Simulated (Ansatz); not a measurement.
# How fast states decay through CsLiMoS2O2, part 2 of 2

Aim: relax a made-up compound, CsLiMoS2O2, and see how good a tunnel barrier it would be. It is built by putting S for part of the O in the CsLiMoO4 structure of space group F-43m, with the volume rescaled by atomic radii. The parent structure comes from the Materials Project.

Ansatz 0.2.0; PBE DFT, plane waves, PAW files (the session's first sound run).

So far. Step 2 (Relaxing the new crystal): The largest force component on a free atom ends at 0.019 eV/Å.

The structure was built from a prototype and need not be the compound's stable phase.

## (3) Band edges

The energy window and the wavevectors of the next steps follow from the band edges, so these are searched first, off the mesh as well.

input.yaml

```yaml
crystal:
  lattice:
    - [0.5196836765, 4.7759784745, 4.7927093062]
    - [5.3123929828, 0.0, 5.3123929828]
    - [4.7927093062, 4.7759784745, 0.5196836765]
  atoms:
    - { symbol: Cs, position: [0.2768476966, 0.2231523034, 0.2768476966] }
    - { symbol: Li, position: [0.466727642, 0.533272358, 0.466727642] }
    - { symbol: Mo, position: [0.7616037769, 0.7383962231, 0.7616037769] }
    - { symbol: O, position: [0.6324626998, 0.6318602109, 0.1038168784] }
    - { symbol: S, position: [0.6292706532, 0.6274753489, 0.6292706532] }
    - { symbol: O, position: [0.1038168784, 0.6318602109, 0.6324626998] }
    - { symbol: S, position: [0.6292706532, 0.1139833447, 0.6292706532] }
kpoints:
  mp_grid: { grid: [6, 6, 6] }
  band_path: { path: [VBM, CBM], npoints: 30 }
scf:
  occupations: { method: fixed }
hamiltonian:
  xc: pbe
output:
  eigenvalues: true
  write_potential: true
  write_density: true
  volumetric_format: npy
```

The run is started by

```sh
$ ansatz run input.yaml --threads 2 --pin off --max-ram 4096MiB --backend cpu --events-out ev --progress --plain --runs-dir out
```

Numbers of over 12 decimals in the logs are rounded to 6 here.

The log of the run:

```text
[...]
Crystal: 7 atoms, lattice volume = 216.829 Å³
Basis set: ecut = 420 eV, 4249 PW (Γ)
Bands: 32, of which v1, the nominal top of the filled ones, is band 25 counted from 1 (24 counted from 0)
Symmetry: 4 space group operations
[...]
k-points: 46 of 216 (time reversal used)
[...]
SCF iter   1: F=—  HF=-13776.340621 eV  |F-HF|=—  |Δ(HF+E_count)|=         —  Δρ=2.47e-3  dr2=2.23e-2  ethr=1.77e-3  ⟨swp⟩=5.0  Hψ=5700  notcnv=0  defer=230
[...]
SCF iter   8: F=-13776.338065 eV  HF=-13776.338065 eV  |F-HF|=2.46e-9  |Δ(HF+E_count)|=   1.93e-7  Δρ=2.15e-6  dr2=2.61e-8  ethr=2.00e-10  ⟨swp⟩=10.3  Hψ=5523  notcnv=0
SCF 1 converged in 8 iterations: F = -13776.338065 eV  dr2 = 2.61e-8
[...]
NSCF: frozen V_eff on 46 k-points
[...]
WARN: The input density's exchange-correlation potential varies sharply where the density is thin. Do not read a vacuum level from v_tot or v_xc, or from such a field of the output density. On a cell that repeats whose density bears no net charge and no dipole along the vacuum's axis use v_es (v_loc + v_h of the components); under efield.dipole_correction with no amplitude use v_es + v_field, which holds any external [...]
SCF converged after 8 iterations
Free energy (F): -13776.338065 eV
[...]
Internal energy: -13776.338065 eV  (E = F + TS)
E sigma→0 (E₀):  -13776.338065 eV
Fermi energy:    1.493606 eV
[...]
--- Band table (eV; the first three rows and the last of 46) ---
  k-point 0: bands = [... 21 lower, -0.0662, 0.9913, 1.2552, 1.4936, 3.9679, 4.1908, 5.4082, 5.6109, ... 3 higher]
  k-point 1: bands = [... 21 lower, -0.0209, 0.9347, 1.2091, 1.4779, 4.0046, 4.2218, 5.5774, 5.6584, ... 3 higher]
  k-point 2: bands = [... 21 lower, 0.0545, 0.8212, 1.0894, 1.4460, 4.0793, 4.2918, 5.5157, 5.6942, ... 3 higher]
  k-point 45: bands = [... 21 lower, 0.1800, 0.9158, 0.9515, 1.2590, 3.8009, 4.5932, 5.2420, 5.5248, ... 3 higher]
```

Run time: 36 s. Hardware: 2 threads of Arm Neoverse V2, shared host; peak memory 0.57 GiB.

This step gave:

* free energy: -13776.3381 eV
* Fermi energy: 1.494 eV
* gap on the k-mesh: 2.307 eV
* gap on path: 2.307 eV, by band count; negative where bands overlap
* direct gap on path: 2.474 eV
* edge places on path: 0, 0.6578 1/A along the path

The electronic bands at the labelled points (eV, zero at the Fermi level (highest filled level under fixed occupations); v1 is the highest filled band, c1 the lowest empty one):

```
  point     v4     v3     v2     v1    c1    c2    c3    c4
    VBM  -1.56  -0.50  -0.24   0.00  2.47  2.70  3.91  4.12
halfway  -1.59  -0.54  -0.40  -0.09  2.40  2.90  3.92  4.24
    CBM  -1.31  -0.58  -0.54  -0.23  2.31  3.10  3.75  4.03
```

The searched edges give 2.31 eV, as on the mesh.

## (4) Decaying states in the gap

This step: PBE DFT, plane waves, PAW files; complex bands by layer matching along the plane's normal (Ansatz 0.2.0).

The same crystal is laid in a cell whose first two vectors span the (001) plane (indices of the standard conventional cell, whose axes can be ordered otherwise than in the bulk input). At fixed energy and wavevector in the plane the solver finds all kz, real and complex. A few wavevectors are listed, (0, 0) and (0.5, 0) in units of the plane's reciprocal vectors; the slowest state needn't be among them.

input.yaml

```yaml
crystal:
  lattice:
    - [6.042970798, 0.0, 0.0]
    - [0.0, 7.512858205, 0.0]
    - [3.021485399, 3.756429102, 4.775978474]
  atoms:
    - { symbol: Cs, position: [0.7231523034, 0.2231523034, 0.5536953932] }
    - { symbol: Li, position: [0.533272358, 0.533272358, 0.933455284] }
    - { symbol: Mo, position: [0.2383962231, 0.7383962231, 0.5232075538] }
    - { symbol: O, position: [0.8961831216, 0.6318602109, 0.7362795782] }
    - { symbol: S, position: [0.3707293468, 0.6274753489, 0.2585413064] }
    - { symbol: O, position: [0.3675373002, 0.6318602109, 0.7362795782] }
    - { symbol: S, position: [0.3707293468, 0.1139833447, 0.2585413064] }
kpoints:
  mp_grid: { grid: [6, 6, 6] }
scf:
  occupations: { method: fixed }
hamiltonian:
  xc: pbe
output:
  eigenvalues: true
  transmission:
    leads: [[0, 0]]
    kpoints: [[0.0, 0.0], [0.5, 0.0]]
    e_range: [-1.0, 3.31]
    de: 0.07
```

The log of the run:

```text
[...]
Crystal: 7 atoms, lattice volume = 216.829 Å³
Basis set: ecut = 420 eV, 4249 PW (Γ)
Bands: 32, of which v1, the nominal top of the filled ones, is band 25 counted from 1 (24 counted from 0)
Symmetry: 4 space group operations
[...]
k-points: 46 of 216 (time reversal used)
[...]
SCF iter   1: F=—  HF=-13776.340564 eV  |F-HF|=—  |Δ(HF+E_count)|=         —  Δρ=2.47e-3  dr2=2.23e-2  ethr=1.77e-3  ⟨swp⟩=5.0  Hψ=5699  notcnv=0  defer=230
[...]
SCF iter   8: F=-13776.338033 eV  HF=-13776.338033 eV  |F-HF|=2.68e-9  |Δ(HF+E_count)|=   1.97e-7  Δρ=2.15e-6  dr2=2.60e-8  ethr=2.00e-10  ⟨swp⟩=10.4  Hψ=5550  notcnv=0
SCF 1 converged in 8 iterations: F = -13776.338033 eV  dr2 = 2.60e-8
[...]
transmission: 7 of 14 steps passed
transmission: 14 of 14 steps passed
SCF converged after 8 iterations
Free energy (F): -13776.338033 eV
[...]
Internal energy: -13776.338033 eV  (E = F + TS)
E sigma→0 (E₀):  -13776.338033 eV
Fermi energy:    1.493604 eV
[...]
--- Band table (eV; the first three rows and the last of 46) ---
  k-point 0: bands = [... 21 lower, -0.0662, 0.9913, 1.2552, 1.4936, 3.9679, 4.1908, 5.4083, 5.6109, ... 3 higher]
  k-point 1: bands = [... 21 lower, -0.0903, 0.9727, 1.1755, 1.4518, 3.9349, 4.2932, 5.5090, 5.6815, ... 3 higher]
  k-point 2: bands = [... 21 lower, 0.0047, 0.9349, 1.0241, 1.3394, 3.8512, 4.4938, 5.3261, 5.6390, ... 3 higher]
  k-point 45: bands = [... 21 lower, 0.4041, 0.8915, 0.9812, 1.1380, 3.9910, 4.4061, 4.8917, 5.9116, ... 3 higher]
--- Transmission ---
  basis      : 397 plane waves across, 7 finite elements along
  points     : 2, as listed
  energies   : 62 from -1.000000 to 3.270000 eV about the Fermi level, 0.070000 eV apart; the leads are filled to 1.153650 eV, and channels, transmission and decay are at 1.170000 eV
  crystal 0  : S2Mo1Cs1O2Li1, at the sites [0, 0], period 4.7760 Å: whole cells are its period
    offset         : up to 0.0000 Å between an atom of the period and one for which it stands
    channels       : 0.000000e0 a spin
    conductance    : none, the energies end too early or step too widely for 300 K: set another output.transmission.e_range or a lower de, or, where they end at an eighth of basis.ecutwfc, a higher one
    slowest decay  : 0.4821 /Å at (0.0000, 0.0000)
```

Elapsed: 2.3 min, on 2 threads; peak memory 1.4 GiB.

Numbers from this step:

```
free energy                                               : -13776.3380 eV
level to which the leads are filled                       : 1.154 eV from the Fermi level
decay constant at the filling level, zone centre          : 0.4821 Å⁻¹
decay constant at the filling level, slowest listed point : 0.4821 Å⁻¹
```

K parallel (0, 0); values up to 1.5 1/Å, a degenerate pair printed once or twice; energies at which all values exceed this have no row. Im kz of the slowest decaying states against energy, zero at the highest filled level on the SCF mesh:

```
energy (eV)  decay 1 (Å⁻¹)  decay 2 (Å⁻¹)  decay 3 (Å⁻¹)  decay 4 (Å⁻¹)
    -1.0000          0.237          0.444          0.450          0.477
    -0.7200          0.277          0.306          0.458          0.476
    -0.5100          0.261          0.491          0.530          0.705
    -0.2300         0.0677          0.502          0.545          0.592
    -0.0200          0.305          0.506          0.551          0.701
     0.2600          0.409          0.507          0.554          0.614
     0.4700          0.451          0.505          0.552          0.665
     0.7500          0.484          0.499          0.544          0.705
     1.0300          0.489          0.498          0.531          0.727
     1.2400          0.479          0.498          0.515          0.737
     1.5200          0.462          0.485          0.486          0.716
     1.7300          0.447          0.452          0.468          0.698
     2.0100          0.377          0.422          0.427          0.670
     2.2200          0.242          0.378          0.397          0.647
     2.5000          0.208          0.267          0.305          0.611
     2.7800          0.402          0.565          0.568          0.703
     2.9900          0.358          0.493          0.521          0.543
     3.2700          0.257          0.292          0.440          0.511
```

K parallel (0.5, 0); values up to 1.5 1/Å, a degenerate pair printed once or twice; energies at which all values exceed this have no row. The Im kz of the slowest decaying states by energy, zero at the highest filled level on the SCF mesh:

```
energy (eV)  decay 1 (Å⁻¹)  decay 2 (Å⁻¹)  decay 3 (Å⁻¹)  decay 4 (Å⁻¹)
    -1.0000          0.317          0.413          0.566          0.984
    -0.7200          0.266          0.359          0.958           1.05
    -0.5100          0.106          0.542          0.935           1.03
    -0.2300          0.182          0.572          0.633          0.893
    -0.0200          0.220          0.561          0.697          0.845
     0.2600          0.559          0.656          0.745          0.968
     0.4700          0.557          0.640          0.761          0.770
     0.7500          0.551          0.575          0.794          0.926
     1.0300          0.541          0.564          0.812          0.901
     1.2400          0.530          0.557          0.823          0.882
     1.5200          0.511          0.545          0.840          0.855
     1.7300          0.490          0.531          0.834          0.862
     2.0100          0.451          0.504          0.804          0.849
     2.2200          0.406          0.474          0.779          0.839
     2.5000          0.269          0.406          0.745          0.824
     2.7800          0.187          0.317          0.707          0.784
     2.9900          0.324          0.392          0.680          0.750
     3.2700          0.412          0.425          0.653          0.704
```

At the listed wavevectors the last open channel is at -0.02 eV and the next at +2.36 eV on the grid. At +1.17 eV, the grid energy nearest the filling level (the middle of the gap on the SCF mesh), the slowest state at the listed wavevectors decays with κ = 0.482 Å⁻¹, its amplitude falling by e over 2.1 Å. Through 1 nm of this crystal that state's transmission falls by exp(−2 × 0.482 Å⁻¹ × 10 Å) = 6.5e-5.

## (5) A repeat with changed settings: basis.ecutwfc = "44.1 Ry"

This step: PBE DFT, plane waves, PAW files; complex bands by layer matching along the plane's normal; changed: basis.ecutwfc = "44.1 Ry" (Ansatz 0.2.0).

This run repeats an earlier one, its twin (the complex run, plane (001)), with one setting changed (basis.ecutwfc; files written aside). It is meant to test whether the cutoff is converged.

Changes to input.yaml since step 4:

```diff
@@ -26 +26,3 @@
     de: 0.07
+basis:
+  ecutwfc: "44.1 Ry"
```

The log of the run:

```text
[...]
Crystal: 7 atoms, lattice volume = 216.829 Å³
Basis set: ecut = 600.011067 eV, 7237 PW (Γ)
Bands: 32, of which v1, the nominal top of the filled ones, is band 25 counted from 1 (24 counted from 0)
Symmetry: 4 space group operations
[...]
k-points: 46 of 216 (time reversal used)
[...]
SCF iter   1: F=—  HF=-13776.354541 eV  |F-HF|=—  |Δ(HF+E_count)|=         —  Δρ=2.48e-3  dr2=2.21e-2  ethr=1.77e-3  ⟨swp⟩=5.0  Hψ=5702  notcnv=0  defer=230
[...]
SCF iter   8: F=-13776.352097 eV  HF=-13776.352097 eV  |F-HF|=6.64e-10  |Δ(HF+E_count)|=   2.10e-7  Δρ=2.27e-6  dr2=2.76e-8  ethr=2.00e-10  ⟨swp⟩=10.8  Hψ=5693  notcnv=0
SCF 1 converged in 8 iterations: F = -13776.352097 eV  dr2 = 2.76e-8
[...]
transmission: 8 of 16 steps passed
transmission: 16 of 16 steps passed
SCF converged after 8 iterations
Free energy (F): -13776.352097 eV
[...]
Internal energy: -13776.352097 eV  (E = F + TS)
E sigma→0 (E₀):  -13776.352097 eV
Fermi energy:    1.493702 eV
[...]
--- Band table (eV; the first three rows and the last of 46) ---
  k-point 0: bands = [... 21 lower, -0.0662, 0.9914, 1.2553, 1.4937, 3.9680, 4.1910, 5.4083, 5.6110, ... 3 higher]
  k-point 1: bands = [... 21 lower, -0.0903, 0.9727, 1.1756, 1.4519, 3.9350, 4.2934, 5.5091, 5.6816, ... 3 higher]
  k-point 2: bands = [... 21 lower, 0.0047, 0.9350, 1.0242, 1.3395, 3.8513, 4.4939, 5.3262, 5.6391, ... 3 higher]
  k-point 45: bands = [... 21 lower, 0.4041, 0.8915, 0.9813, 1.1381, 3.9911, 4.4063, 4.8918, 5.9117, ... 3 higher]
--- Transmission ---
  basis      : 571 plane waves across, 8 finite elements along
  points     : 2, as listed
[...]
channels       : 0.000000e0 a spin
[...]
slowest decay  : 0.4821 /Å at (0.0000, 0.0000)
```

Elapsed: 5.8 min, on 2 threads; peak memory 2.4 GiB.

Numbers from this step:

```yaml
free_energy: -13776.3521 eV
```

K parallel (0, 0); values up to 1.5 1/Å, a degenerate pair printed once or twice; energies at which all values exceed this have no row. Table of Im kz of the slowest decaying states by energy, zero at the highest filled level on the SCF mesh:

```
energy (eV)  decay 1 (Å⁻¹)  decay 2 (Å⁻¹)  decay 3 (Å⁻¹)  decay 4 (Å⁻¹)
      -1.00          0.237          0.444          0.450          0.477
      -0.79          0.273          0.352          0.469          0.506
      -0.58         0.0707          0.149          0.272          0.486
      -0.37          0.213          0.462          0.497          0.538
      -0.16          0.196          0.504          0.547          0.634
      -0.02          0.305          0.506          0.551          0.700
       0.05          0.240          0.339          0.507          0.552
       0.26          0.409          0.507          0.554          0.614
       0.47          0.451          0.505          0.552          0.665
       0.68          0.478          0.501          0.547          0.697
       0.89          0.493          0.494          0.538          0.718
       1.10          0.485          0.499          0.526          0.731
       1.38          0.471          0.494          0.502          0.729
       1.59          0.457          0.475          0.481          0.710
       1.80          0.438          0.441          0.459          0.691
       2.01          0.377          0.422          0.427          0.670
       2.22          0.242          0.378          0.397          0.647
       2.43          0.303          0.353          0.620          0.627
       2.64          0.152          0.362          0.588          0.589
       2.85          0.413          0.551          0.559          0.699
       3.06          0.340          0.503          0.517          0.535
       3.27          0.257          0.292          0.440          0.511
```

K parallel (0.5, 0); values up to 1.5 1/Å, a degenerate pair printed once or twice; energies at which all values exceed this have no row. Im kz of the slowest decaying states against energy, zero at the highest filled level on the SCF mesh:

```
energy (eV)  decay 1 (Å⁻¹)  decay 2 (Å⁻¹)  decay 3 (Å⁻¹)  decay 4 (Å⁻¹)
      -1.00          0.317          0.413          0.566          0.984
      -0.86          0.301          0.427          0.524          0.972
      -0.65          0.237          0.476          0.951           1.05
      -0.51          0.106          0.542          0.935           1.03
      -0.30          0.163          0.591          0.905           1.02
      -0.16          0.161          0.565          0.660          0.880
      -0.02          0.219          0.561          0.697          0.845
       0.05          0.345          0.560          0.711          0.820
       0.19          0.546          0.559          0.728          0.735
       0.40          0.558          0.687          0.762          0.956
       0.54          0.556          0.606          0.777          0.820
       0.68          0.553          0.581          0.789          0.894
       0.89          0.547          0.568          0.804          0.914
       1.03          0.541          0.564          0.812          0.901
       1.24          0.530          0.557          0.823          0.882
       1.38          0.521          0.551          0.831          0.869
       1.59          0.504          0.540          0.847          0.848
       1.73          0.490          0.531          0.834          0.861
       1.87          0.473          0.519          0.819          0.856
       2.08          0.439          0.495          0.796          0.846
       2.22          0.406          0.474          0.779          0.839
       2.43          0.323          0.428          0.753          0.828
       2.57          0.152          0.380          0.735          0.816
       2.78          0.188          0.317          0.707          0.784
       2.92          0.270          0.374          0.689          0.762
       3.13          0.381          0.416          0.664          0.728
       3.27          0.412          0.425          0.653          0.704
```

The least decay constant is 0.482 Å⁻¹ against 0.482 Å⁻¹ in the twin: no change within 1 %, at 2.7 times the CPU time.

## (6) Outcome

| Quantity | Value |
| --- | --- |
| band gap | 2.31 eV |
| least decay constant at mid-gap, normal to (001) | 0.482 Å⁻¹ |

With PBE, the slowest decay at the wavevectors tried is κ = 0.482 Å⁻¹, normal to (001). Through such a film the transmission near mid-gap falls as exp(−2κd), a factor of ten every 2.4 Å. A free electron under a barrier of half the gap would need a mass of 0.77 mₑ to decay at this rate. The compound is made up by substitution; its stability against other phases and against distortions of the cell's symmetry was not tested. A semilocal functional narrows gaps, so real decay constants are likely larger.

[Logs are printed without paths, hosts, clocks, repeated set-up lines and the standing remarks that a program may print on its own settings, such as how far it seeks lower states.]

[Hosts, paths, dates, database ids (printed as entryN), source tags and the programs' standing remarks are cut or masked in the printed files.]
